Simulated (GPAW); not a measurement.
The O K edge of atom 5 in TaVO4 (Cmmm), with 1 Ta at 1.97 Å and 2 V at 2.05 Å (distorted trigonal planar, site symmetry 2mm), was computed in 4 ways: excited-electron core hole (neutral cell), full core hole (charged cell), half core hole and no core hole. Program and functional: GPAW, LDA + U, without spin-orbit coupling, Gaussian full width 0.9 eV up to 4 eV, rising linearly to 3.5 eV at 25 eV; cells of 12 atoms.

Each run is counted from its own lowest empty level or Fermi level and scaled to a mean of 1 over its first 20 eV.

```csv
E (eV),run 1,run 2,run 3,run 4
-2.00,0.00,0.00,0.00,0.00
-1.25,0.00,0.00,0.00,0.00
-0.50,0.00,0.03,0.00,0.00
0.25,0.10,0.13,0.06,0.14
1.00,0.59,0.79,0.46,0.74
1.75,1.18,1.05,1.22,0.98
2.50,0.71,0.27,0.98,0.78
3.25,1.60,0.76,1.80,1.53
4.00,1.18,1.54,1.38,0.95
4.75,0.79,0.87,0.77,0.73
5.50,0.56,1.13,0.57,0.69
6.25,0.69,1.37,0.49,1.27
7.00,1.30,1.76,0.74,1.63
7.75,1.49,1.32,1.35,1.21
8.50,1.18,1.33,1.29,1.28
9.25,1.20,1.44,1.05,1.50
10.00,1.36,1.65,1.09,1.64
10.75,1.75,1.91,1.48,1.89
11.50,2.00,1.86,1.87,1.94
12.25,1.93,1.53,1.98,1.67
13.00,1.57,1.13,1.79,1.22
13.75,1.19,0.86,1.48,0.90
14.50,0.89,0.65,1.14,0.69
15.25,0.64,0.48,0.81,0.51
16.00,0.47,0.39,0.57,0.40
16.75,0.40,0.37,0.45,0.37
17.50,0.39,0.41,0.40,0.39
18.25,0.43,0.49,0.42,0.46
19.00,0.50,0.58,0.48,0.55
19.75,0.58,0.66,0.54,0.64
20.50,0.62,0.71,0.59,0.69
21.25,0.64,0.70,0.60,0.69
22.00,0.61,0.67,0.58,0.66
22.75,0.58,0.63,0.55,0.62
23.50,0.55,0.62,0.52,0.61
24.25,0.56,0.66,0.51,0.64
25.00,0.60,0.71,0.54,0.69
25.75,0.65,0.75,0.59,0.75
26.50,0.68,0.77,0.61,0.77
27.25,0.68,0.76,0.61,0.78
28.00,0.67,0.75,0.60,0.76
28.75,0.65,0.74,0.58,0.75
29.50,0.64,0.76,0.56,0.76
30.25,0.65,0.82,0.56,0.81
31.00,0.72,0.94,0.60,0.91
31.75,0.83,1.11,0.68,1.06
```

Which run is which?

Run 1: half core hole (area from −2 to 6 eV 5.1, main maxima 1.7 eV (1.19), 3.5 eV (1.77), 7.5 eV (1.54) and 11.7 eV (2.02)). Run 2: excited-electron core hole (neutral cell) (area from −2 to 6 eV 5.1, main maxima 1.4 eV (1.32), 3.9 eV (1.58), 6.9 eV (1.78) and 11.0 eV (1.93)). Run 3: no core hole (area from −2 to 6 eV 5.5, main maxima 1.9 eV (1.26), 3.5 eV (1.96), 8.0 eV (1.43) and 12.1 eV (1.98)). Run 4: full core hole (charged cell) (area from −2 to 6 eV 5.1, main maxima 1.5 eV (1.10), 3.3 eV (1.54), 6.8 eV (1.67) and 11.2 eV (1.96)). With each curve scaled to its own mean, the area from −2 to 6 eV with the hole is 5.1 against 5.5, and the centre of weight from −1 to 20 eV moves by -0.3 eV (first and strongest maxima below 20 eV: 1.9 eV (1.26), 3.5 eV (1.96), 8.0 eV (1.43) and 12.1 eV (1.98) without the hole, 1.4 eV (1.32), 3.9 eV (1.58), 6.9 eV (1.78) and 11.0 eV (1.93) with it); the shape changes all the same, by 41 % r.m.s.

[Banner, clock and machine lines of the logs are left out without a mark of their own.]

[Logs are printed without paths, hosts, clocks, repeated set-up lines and the standing remarks that a program may print on its own settings, such as how far it seeks lower states.]

[Hosts, paths, dates, database ids (printed as entryN), source tags and the programs' standing remarks are cut or masked in the printed files.]

[Lists of maxima count a maximum above −3 eV only where it reaches 4 % of the highest in the window and stands out from its surroundings by 2 % of it (1.5 % where it reaches 55 %); shoulders and weaker maxima are passed over, and of the rest the first, up to two pre-edge ones and the few strongest are named.]
